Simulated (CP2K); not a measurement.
Consider s-triazine at its PBE geometry (Å).

```xyz
9

C     1.1881   -0.5235    0.0455
N     0.1525   -1.3752   -0.0600
C    -1.0438   -0.7659   -0.1061
N    -1.2653    0.5586   -0.0528
C    -0.1440    1.2896    0.0610
N     1.1125    0.8162    0.1138
H     2.1882   -0.9637    0.0783
H    -1.9222   -1.4105   -0.1963
H    -0.2660    2.3744    0.1165
```

Method: CP2K XAS_TDP, all-electron GAPW, PBEh(45%), aug-cc-pVDZ, TDA, no relativity.

Q: Where do the N K-edge lines lie, and how strong are they?

Leading lines: N2 394.93 eV. The leading line of an atom is its first one with 35 % of the strongest within 2.5 eV of its lowest line over the strength cut. 

The first six lines of each atom with a strength over 0.0015:

| atom | energy (eV) | states | strength, one atom |
| --- | --- | --- | --- |
| N2 (bonded to 2 C), 3 alike | 394.93 | 1 | 0.0500 |
|  | 400.67 | 1 | 0.0038 |
|  | 400.70 | 1 | 0.0023 |
|  | 401.71 | 1 | 0.0024 |
|  | 401.91 | 1 | 0.0063 |
|  | 402.74 | 1 | 0.0049 |

Lines are vertical, at one geometry, with no vibrational structure. Without a correction of the core level, line positions, and the gaps between valence and Rydberg lines, follow the share of exact exchange. At this level such K lines come out 3 to 6 eV under measured ones. These values hold no scalar relativity, about 0.2 eV for N 1s. Rydberg lines, and the discretised continuum above threshold, depend on the basis and the box.

[Banner, clock and machine lines of the logs are left out without a mark of their own.]

[Logs are printed without paths, hosts, clocks, repeated set-up lines and the standing remarks that a program may print on its own settings, such as how far it seeks lower states.]

[Hosts, paths, dates, database ids (printed as entryN), source tags and the programs' standing remarks are cut or masked in the printed files.]
